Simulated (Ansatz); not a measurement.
## BAs (F-43m): a volume series of phonon spectra

Aim: how the vibrations of BAs shift with volume, and the expansion that follows.

What experiment has found for this phase:
- volume expansion coefficient 11.55 1e-6/K near room temperature (given in “Basic Physical Properties of Cubic Boron Arsenide (three times its linear coefficient)”, 2019, arxiv:1911.11281)
- volume expansion coefficient 10.8 1e-6/K near room temperature (given in “Thermal expansion coefficients of high thermal conducting BAs and BP materials (three times its linear coefficient)”, 2019, arxiv:1906.04101)

Program: Ansatz 0.2.0. Level of theory: DFT LDA, scalar-relativistic, plane waves, PAW. Results are calculated unless marked as measured.

Report form: the programs' logs are mostly left out.

## (1) Set-up

The structure is cubic, space group F-43m (No. 216). Conventional cell: a = 4.777 Å, b = 4.777 Å, c = 4.777 Å, α = 90.00°, β = 90.00°, γ = 90.00°. Nearest to B lie 4 As at 2.07 Å. As has 4 B at 2.07 Å nearest. Farther neighbours are not listed.

## (2) A first coarse run

Before spending time, one coarse run tells the gap and the pressure of the starting cell.

File input.yaml:

```yaml
crystal:
  lattice:
    - [0.0, 2.3885, 2.3885]
    - [2.3885, 0.0, 2.3885]
    - [2.3885, 2.3885, 0.0]
  atoms:
    - { symbol: B, position: [0.0, 0.0, 0.0] }
    - { symbol: As, position: [0.25, 0.25, 0.25] }
kpoints:
  mp_grid: { grid: [6, 6, 6] }
hamiltonian:
  xc: lda
scf:
  occupations: { method: gaussian, width: 0.1 }
output:
  forces: true
  stress: true
  eigenvalues: true
```

Launch:

```bash
$ ansatz run input.yaml --threads 4 --pin off --max-ram 16384MiB --backend cpu --events-out ev --progress --plain --runs-dir out
```

Wall time 0.79 s (4 threads of Arm Neoverse V2, shared host); peak memory 0.26 GiB; 1.2 s of CPU time.

A gap read on the k-mesh alone can miss the band edges.

This step gave:

```yaml
pressure: -3.896 GPa
gap_on_the_k_mesh: 1.228 eV
volume_per_atom: 13.63 Å³
```

The start is under -3.9 GPa at this level and looks like an insulator or semiconductor on this mesh.

## (3) Relaxation

Phonons are second derivatives about a minimum, so cell and atoms are relaxed first, inside the symmetry of the start.

input.yaml, the sections that differ from step 2:

```yaml
kpoints:
  mp_grid: { grid: [10, 10, 10] }
scf:
  occupations: { method: gaussian, width: 0.02 }
output:
  forces: true
  stress: true
  eigenvalues: true
  write_density: true
  write_potential: true
  elf: true
  volumetric_format: npy
relax:
  adjacent_minimum: "off"
  f_tol: 0.005
  max_steps: 80
  cell: { stress_tol: 0.05 }
# crystal, hamiltonian: as in step 2
```

It took 1.9 s on 4 threads; peak memory 0.32 GiB; 6.3 s of CPU time.

Relaxation path:

```tsv
step	energy less that of the first step (eV)	largest force component (eV/Å)	pressure (GPa)	volume (Å³)
1	0.0000	0.0000	-3.93	27.25
2	-0.0092	0.0000	-1.09	26.69
3	-0.0100	0.0000	0.05	26.49
4*	-0.0095	0.0000	0.03	26.49
```

Relaxation steps marked * repeat the geometry before them on a plane-wave basis chosen anew for their cell, so energy and pressure can jump there.

Forces are held to the 24 operations that the run works with; a distortion that breaks them can't arise in this run.

```tsv
conventional cell, symmetrised	before	after	change
a (Å)	4.777	4.732	-0.9 %
b (Å)	4.777	4.732	-0.9 %
c (Å)	4.777	4.732	-0.9 %
volume (Å³/atom)	13.63	13.24	-2.8 %
```

The relaxed structure:

```xyz
2
Lattice="0.0000 2.3659 2.3659 2.3659 0.0000 2.3659 2.3659 2.3659 0.0000" Properties=species:S:1:pos:R:3 pbc="T T T"
B     0.0000    0.0000    0.0000
As    1.1830    1.1830    1.1830
```

Numbers from this step:

```yaml
pressure: 0.02967 GPa
gap_on_the_k_mesh: 1.104 eV
volume_per_atom: 13.24 Å³
```

Electrostatic potential energy in the ac plane of a cell with a along [110], b along [-110] and c along [001] of the cube at fractional y = 0.000, with atoms of B and As within 0.2 Å of it. With pseudopotentials it is smooth inside the atoms' cores, unlike the true potential.

Ten even steps from '_' (-41 eV) to '@' (22 eV), each cell a mean:
```
__--####****##**::____++##******##++__
++****++****++****++++##++**##****##++
%%##**##@@@@****##%%####++%%@@%%++##%%
%%%%**##@@@@****%%%%%%##++%%@@%%++##%%
%%%%**++****++**%%%%%%##++**##**++##%%
%%%%%%##****##%%%%%%%%%%##******##%%%%
%%%%%%%%%%%%%%%%%%%%%%%%%%%%%%%%%%%%%%
%%%%%%%%%%%%%%%%%%%%%%%%%%%%%%%%%%%%%%
%%%%%%%%%%%%%%%%%%%%%%%%%%%%%%%%%%%%%%
%%%%%%%%%%%%%%%%%%%%%%%%%%%%%%%%%%%%%%
####%%%%%%%%%%%%######%%%%%%%%%%%%%%##
::++##%%%%%%%%##++::--**%%%%%%%%%%**--
__::##%%%%%%%%**..____==##%%%%%%##==__
```
Columns run along a (6.7 Å; values clipped at the 3rd and 97th percentile), rows up along c (4.7 Å), edges of the conventional cell, whose origin can differ from the input's. Atoms in or near the plane, at fractional coordinates: B at (0.50, 0.00), B at (0.00, 0.00), As at (0.75, 0.75), As at (0.25, 0.75).

ELF in the ac plane of a cell with a along [110], b along [-110] and c along [001] of the cube at fractional y = 0.000, with atoms of B and As within 0.2 Å of it. It is the smooth field of the valence electrons, not physical close to the nuclei.

Values, 7 rows by 16 columns, each cell a mean:
```
0.37 0.77 0.80 0.60 0.54 0.72 0.84 0.52 0.37 0.77 0.80 0.60 0.54 0.72 0.84 0.52
0.51 0.67 0.60 0.26 0.20 0.46 0.68 0.58 0.51 0.67 0.60 0.26 0.20 0.46 0.68 0.58
0.12 0.31 0.50 0.48 0.44 0.52 0.40 0.18 0.12 0.31 0.50 0.48 0.44 0.52 0.40 0.18
0.03 0.07 0.22 0.36 0.39 0.28 0.12 0.04 0.03 0.07 0.22 0.36 0.39 0.28 0.12 0.04
0.16 0.10 0.05 0.05 0.05 0.04 0.08 0.14 0.16 0.10 0.05 0.05 0.05 0.04 0.08 0.14
0.53 0.40 0.17 0.05 0.03 0.11 0.31 0.49 0.53 0.40 0.17 0.05 0.03 0.11 0.31 0.49
0.18 0.43 0.51 0.35 0.30 0.45 0.52 0.25 0.18 0.43 0.51 0.35 0.30 0.45 0.52 0.25
```
Columns run along a (6.7 Å), rows up along c (4.7 Å), edges of the conventional cell, whose origin can differ from the input's. Atoms in or near the plane, at fractional coordinates: B at (0.50, 0.00), B at (0.00, 0.00), As at (0.75, 0.75), As at (0.25, 0.75).

Valence density in the ac plane of a cell with a along [110], b along [-110] and c along [001] of the cube at fractional y = 0.000, with atoms of B and As within 0.2 Å of it. It is the smooth field of the valence electrons, not physical close to the nuclei.

Ten steps, logarithmic in the rise over the least value, from '0' (0 e/Å³) to '9' (23 e/Å³), each cell a mean:
```
2322222232232222232
2234664322233565322
1236996321124898421
1136996211124898421
0024664200013565210
0012222100001222100
0000110000000111000
0000000000000000000
0000000000000000000
1100000011100000001
2110000112210000012
2210000122221000122
2221111222221111122
```
Columns run along a (6.7 Å), rows up along c (4.7 Å), edges of the conventional cell, whose origin can differ from the input's. Atoms in or near the plane, at fractional coordinates: B at (0.50, 0.00), B at (0.00, 0.00), As at (0.75, 0.75), As at (0.25, 0.75).

The relaxation ends with a pressure of 0.03 GPa.

## (4) Tight relaxation

The relaxation is repeated with tighter thresholds on force and stress, since phonons are sensitive to what is left; a change of mesh or smearing in the input moves the cell too.

input.yaml, the sections that differ from step 3:

```yaml
crystal:
  lattice:
    - [0.0, 2.3659270534, 2.3659270534]
    - [2.3659270534, 0.0, 2.3659270534]
    - [2.3659270534, 2.3659270534, 0.0]
  atoms:
    - { symbol: B, position: [0.0, 0.0, 0.0] }
    - { symbol: As, position: [0.25, 0.25, 0.25] }
kpoints:
  mp_grid: { grid: [12, 12, 12] }
scf:
  occupations: { method: fixed }
relax:
  adjacent_minimum: "off"
  f_tol: 0.001
  max_steps: 60
  cell: { stress_tol: 0.01 }
# hamiltonian, output: as in step 3
```

The job ended after 1.8 s (4 threads; peak memory 0.33 GiB).

Little changed from the start: no atom moved by 0.005 Å and no cell edge by 0.1 %.

This step gave:

```yaml
pressure: 0.008837 GPa
gap_on_the_k_mesh: 1.110 eV
volume_per_atom: 13.25 Å³
```

ELF in the ac plane of a cell with a along [110], b along [-110] and c along [001] of the cube at fractional y = 0.000, with atoms of B and As within 0.2 Å of it. It is the smooth field of the valence electrons, not physical close to the nuclei.

Ten even steps from '0' (0.02) to '9' (0.86), each cell a mean:
```
1698668961399767993
6997557996798646997
6885225886787313787
3564224653466313664
1356446531145545541
0135665310024666420
0013443100002343200
0000110000000111000
1100000011100000001
4310000134420000024
6531001356642000246
3443113443454212454
0376446730157545751
```
Columns run along a (6.7 Å), rows up along c (4.7 Å), edges of the conventional cell, whose origin can differ from the input's. Atoms in or near the plane, at fractional coordinates: B at (0.50, 0.00), B at (0.00, 0.00), As at (0.75, 0.75), As at (0.25, 0.75).

Valence density in the ac plane of a cell with a along [110], b along [-110] and c along [001] of the cube at fractional y = 0.000, with atoms of B and As within 0.2 Å of it. It is the smooth field of the valence electrons, not physical close to the nuclei.

Ten steps, logarithmic in the rise over the least value, from '0' (0 e/Å³) to '9' (23 e/Å³), each cell a mean:
```
2322222232232222232
2234664322223565322
1236996321124898421
1136996211124898421
0024664200013565210
0012222100001222100
0000110000000111000
0000000000000000000
0000000000000000000
1100000011100000001
2110000112210000012
2210000122221000122
2221111222221111122
```
Columns run along a (6.7 Å), rows up along c (4.7 Å), edges of the conventional cell, whose origin can differ from the input's. Atoms in or near the plane, at fractional coordinates: B at (0.50, 0.00), B at (0.00, 0.00), As at (0.75, 0.75), As at (0.25, 0.75).

Electrostatic potential energy in the ac plane of a cell with a along [110], b along [-110] and c along [001] of the cube at fractional y = 0.000, with atoms of B and As within 0.2 Å of it. With pseudopotentials it is smooth inside the atoms' cores, unlike the true potential.

Ten even steps from '0' (-41 eV) to '9' (22 eV), each cell a mean:
```
0377667620057666750
5665665665575676675
8767996678775898578
8867996688875898578
8865665688875676578
8887667888887666788
8888888888888888888
8888888888888888888
8888888888888888888
8888888888888888888
7788888877788888887
2578888752368888863
0278888610047888740
```
Columns run along a (6.7 Å; values clipped at the 3rd and 97th percentile), rows up along c (4.7 Å), edges of the conventional cell, whose origin can differ from the input's. Atoms in or near the plane, at fractional coordinates: B at (0.50, 0.00), B at (0.00, 0.00), As at (0.75, 0.75), As at (0.25, 0.75).

The residual pressure is 0.0088 GPa, small enough for phonons.

## (5) Lattice dynamics at this volume, V/V0 1

Phonons at this volume give one point of F(V, T); meshes stay fixed along the series.

File input.yaml:

```yaml
crystal:
  lattice:
    - [0.0, 2.3660417805, 2.3660417805]
    - [2.3660417805, 0.0, 2.3660417805]
    - [2.3660417805, 2.3660417805, 0.0]
  atoms:
    - { symbol: B, position: [0.0, 0.0, 0.0] }
    - { symbol: As, position: [0.25, 0.25, 0.25] }
kpoints:
  mp_grid: { grid: [12, 12, 12] }
hamiltonian:
  xc: lda
scf:
  occupations: { method: fixed }
output:
  eigenvalues: true
phonons:
  method: dfpt
  dielectric: true
  rigid_motions: translations
  qmesh: [4, 4, 4]
  temperatures: { t_max: 1000, t_step: 50 }
  qpath:
    path:
      - [[0.0, 0.0, 0.0], [-0.5, -0.5, 0.0], [-0.375, -0.375, 0.25]]
      - [[-0.375, 0.0, 0.375], [0.0, 0.0, 0.0], [0.0, 0.0, 0.5], [-0.5, -0.25, 0.25], [-0.5, -0.5, 0.0]]
    npoints: 10
```

Elapsed: 1.7 min, on 4 threads; peak memory 1.7 GiB; 6.7 min of CPU time.

This step gave:

```
Γ frequencies                            : 0, 0, 0, 700.0, 700.0, 700.0 cm⁻¹ (negative: imaginary)
lowest frequency on the path             : 0 cm⁻¹
zero-point energy                        : 0.1647 eV/cell
point group                              : -43m
highest frequency                        : 741 cm⁻¹
Debye temperature from the second moment : 934 K
```

LO-TO term included. Phonon branches along the path, in cm⁻¹:

```tsv
point	branch 1	branch 2	branch 3	branch 4	branch 5	branch 6
Γ	0	0	0	700	700	704
halfway	151	151	231	663	663	722
X	193	193	322	640	640	741
halfway	193	212	313	637	642	735
U	191	246	290	630	645	725
jump to K	191	246	290	630	645	725
halfway	134	179	229	673	674	705
Γ	0	0	0	700	700	704
halfway	112	112	223	684	684	708
L	139	139	313	677	677	713
halfway	179	215	290	644	659	715
W	225	258	267	630	642	717
halfway	209	215	305	635	641	729
X	193	193	322	640	640	741
```

Tetrahedra on 24 24 24, mean over bins of 10 cm⁻¹. Phonon density of states against wavenumber; read off at these points:

```tsv
wavenumber (cm⁻¹)	phonon density of states (1/cm⁻¹/cell)
5	0
45	4.2e-4
75	0.00132
115	0.00431
145	0.0148
185	0.0222
195	0.0250
215	0.0154
255	0.00966
285	0.0220
325	8.0e-5
355	0
395	0
425	0
465	0
495	0
535	0
565	0
605	0
635	0.0291
645	0.0476
675	0.0307
705	0.0179
715	0.0580
745	8.0e-5
```

Harmonic. Thermo, by row:

```tsv
T (K)	F_vib (meV/atom)	S (J/mol-atom/K)	C_V (J/mol-atom/K)
0	82.37	0	0
50	82.31	0.534	1.714
100	81.4	3.205	6.377
150	78.9	6.462	9.769
200	74.71	9.671	12.61
250	68.9	12.75	15.02
300	61.53	15.67	16.97
350	52.69	18.4	18.48
400	42.49	20.95	19.65
450	31.01	23.32	20.55
500	18.35	25.52	21.25
550	4.58	27.57	21.81
600	-10.21	29.49	22.25
650	-25.96	31.29	22.61
700	-42.62	32.98	22.91
750	-60.12	34.56	23.15
800	-78.43	36.06	23.35
850	-97.49	37.48	23.52
900	-117.3	38.83	23.67
950	-137.7	40.12	23.79
1000	-158.8	41.34	23.9
```

The modes has structure finer than the step of the table below, so its rows give means over 25 cm⁻¹, whole bins alone (the curve runs from -10 to 773 cm⁻¹). Peaks (cm⁻¹: height): As 191.9: 0.0225, 280.5: 0.0206, 669.5: 0.00296; B 644.9: 0.0405, 713.8: 0.0452.

Phonopy on the run's constants, 21x21x21 mesh, Gaussian sigma 5.6 cm⁻¹. The modes by wavenumber; means over each step; values in 1/cm⁻¹/cell:

```tsv
wavenumber (cm⁻¹)	As	B
25	1.2e-4	1.7e-5
50	5.0e-4	7.1e-5
75	0.00121	1.6e-4
100	0.00254	3.2e-4
125	0.00605	7.1e-4
150	0.0133	0.00140
175	0.0177	0.00159
200	0.0192	0.00142
225	0.0127	7.3e-4
250	0.0105	4.7e-4
275	0.0168	3.6e-4
300	0.0108	1.2e-4
325	0.00108	3.0e-6
350	4.2e-7	0
375	0	0
400	0	0
425	0	0
450	0	0
475	0	0
500	0	0
525	0	0
550	0	0
575	0	0
600	0	8.5e-6
625	3.4e-4	0.0105
650	0.00249	0.0368
675	0.00241	0.0239
700	0.00119	0.0169
725	9.3e-4	0.0235
750	1.1e-5	9.4e-4
```

Born charge (rows field, columns displacement) (e), principal values of the symmetric part by kind of site:

```tsv
atom	atoms with these values	low	middle	high	mean
B1	1	-0.5393	-0.5393	-0.5393	-0.5393
As2	1	0.5393	0.5393	0.5393	0.5393
```

In full for As2:

```
0.5393 0.0000 0.0000
0.0000 0.5393 0.0000
0.0000 0.0000 0.5393
```

ε∞:

```
9.66 0.00 0.00
0.00 9.66 0.00
0.00 0.00 9.66
```

No LO-TO term. The modes at Γ (shares of kinetic energy by element, %):

```tsv
mode	frequency (cm⁻¹)	symmetry	B %	As %
1	0.0	T2	13	87
2	0.0	T2	13	87
3	0.0	T2	13	87
4	700.0	T2	87	13
5	700.0	T2	87	13
6	700.0	T2	87	13
```

Displacements in mode 4 (700.0 cm⁻¹), the largest set to 1:
```
B1   1.00  0.00  0.00
As2 -0.14  0.00  0.00
```

No mode is imaginary beyond numerical noise at the solved wavevectors.

## (6) A cell at another volume, V/V0 1.015

Symmetry fixes every atom, so a single point at the scaled cell gives the energy and pressure of this member.

The cell differs from the one that the last finished run ended in (a 3.346 → 3.363 Å, b 3.346 → 3.363 Å, c 3.346 → 3.363 Å).

input.yaml, the sections that differ from step 5:

```yaml
crystal:
  lattice:
    - [0.0, 2.3778133264, 2.3778133264]
    - [2.3778133264, 0.0, 2.3778133264]
    - [2.3778133264, 2.3778133264, 0.0]
  atoms:
    - { symbol: B, position: [0.0, 0.0, 0.0] }
    - { symbol: As, position: [0.25, 0.25, 0.25] }
output:
  forces: true
  stress: true
  eigenvalues: true
# kpoints, hamiltonian, scf: as in step 5
# phonons: removed
```

Run time: 0.59 s. Hardware: 4 threads; peak memory 0.31 GiB.

Numbers from this step:

```
pressure          : -2.116 GPa
gap on the k-mesh : 1.124 eV
volume per atom   : 13.44 Å³
```

At this level the gap is 1.12 eV on the k-mesh of the self-consistent run, which can miss the band edges.

## (7) Lattice dynamics at this volume, V/V0 1.015

input.yaml, the sections that differ from step 6:

```yaml
output:
  eigenvalues: true
phonons:
  method: dfpt
  dielectric: true
  rigid_motions: translations
  qmesh: [4, 4, 4]
  temperatures: { t_max: 1000, t_step: 50 }
  qpath:
    path:
      - [[0.0, 0.0, 0.0], [-0.5, -0.5, 0.0], [-0.375, -0.375, 0.25]]
      - [[-0.375, 0.0, 0.375], [0.0, 0.0, 0.0], [0.0, 0.0, 0.5], [-0.5, -0.25, 0.25], [-0.5, -0.5, 0.0]]
    npoints: 10
# crystal, kpoints, hamiltonian, scf: as in step 6
```

Wall time 1.8 min (4 threads); peak memory 1.7 GiB; 6.7 min of CPU time.

No mode is imaginary beyond numerical noise at the solved wavevectors. The highest zone-centre mode (no LO–TO term) moved by -1.5 % for a volume change of +1.5 %.

## (8) A cell at another volume, V/V0 0.985

The cell differs from the one that the last finished run ended in (a 3.363 → 3.329 Å, b 3.363 → 3.329 Å, c 3.363 → 3.329 Å).

input.yaml, the sections that differ from step 7:

```yaml
crystal:
  lattice:
    - [0.0, 2.3541519227, 2.3541519227]
    - [2.3541519227, 0.0, 2.3541519227]
    - [2.3541519227, 2.3541519227, 0.0]
  atoms:
    - { symbol: B, position: [0.0, 0.0, 0.0] }
    - { symbol: As, position: [0.25, 0.25, 0.25] }
output:
  forces: true
  stress: true
  eigenvalues: true
# kpoints, hamiltonian, scf: as in step 7
# phonons: removed
```

Run time: 0.58 s. Hardware: 4 threads; peak memory 0.3 GiB; 1.8 s of CPU time.

The run ends at a pressure of 2.30 GPa.

## (9) Phonons, V/V0 0.985

input.yaml, the sections that differ from step 8:

```yaml
output:
  eigenvalues: true
phonons:
  method: dfpt
  dielectric: true
  rigid_motions: translations
  qmesh: [4, 4, 4]
  temperatures: { t_max: 1000, t_step: 50 }
  qpath:
    path:
      - [[0.0, 0.0, 0.0], [-0.5, -0.5, 0.0], [-0.375, -0.375, 0.25]]
      - [[-0.375, 0.0, 0.375], [0.0, 0.0, 0.0], [0.0, 0.0, 0.5], [-0.5, -0.25, 0.25], [-0.5, -0.5, 0.0]]
    npoints: 10
# crystal, kpoints, hamiltonian, scf: as in step 8
```

Elapsed: 1.7 min, on 4 threads; peak memory 1.7 GiB.

LO-TO term included. Phonon branches along the path, in cm⁻¹:

```tsv
point	branch 1	branch 2	branch 3	branch 4	branch 5	branch 6
Γ	0	0	0	711	711	716
halfway	152	152	235	675	675	734
X	193	193	327	654	654	753
halfway	193	213	318	650	655	748
U	192	249	294	643	658	739
jump to K	192	249	294	643	658	739
halfway	135	181	233	684	686	718
Γ	0	0	0	711	711	716
halfway	112	112	227	695	695	720
L	139	139	318	689	689	726
halfway	179	217	295	657	671	729
W	227	260	271	643	656	731
halfway	210	216	309	649	655	743
X	193	193	327	654	654	753
```

No mode is imaginary beyond numerical noise at the solved wavevectors. The highest zone-centre mode (no LO–TO term) moved by +1.5 % for a volume change of -1.5 %.

## (10) Single point at a scaled cell, V/V0 1.03

input.yaml, the sections that differ from step 9:

```yaml
crystal:
  lattice:
    - [0.0, 2.3894694604, 2.3894694604]
    - [2.3894694604, 0.0, 2.3894694604]
    - [2.3894694604, 2.3894694604, 0.0]
  atoms:
    - { symbol: B, position: [0.0, 0.0, 0.0] }
    - { symbol: As, position: [0.25, 0.25, 0.25] }
output:
  forces: true
  stress: true
  eigenvalues: true
  write_density: true
  write_potential: true
  elf: true
  volumetric_format: npy
# kpoints, hamiltonian, scf: as in step 9
# phonons: removed
```

It took 0.78 s on 4 threads; peak memory 0.31 GiB.

The run ends at a pressure of -4.08 GPa.

(Part 1 of 2 ends here.)

[Logs are printed without paths, hosts, clocks, repeated set-up lines and the standing remarks that a program may print on its own settings, such as how far it seeks lower states.]

[Hosts, paths, dates, database ids (printed as entryN), source tags and the programs' standing remarks are cut or masked in the printed files.]

[A step with changed settings may run another functional than the one named; its input shows which.]

[Of the runs on displaced cells, only some may be shown.]
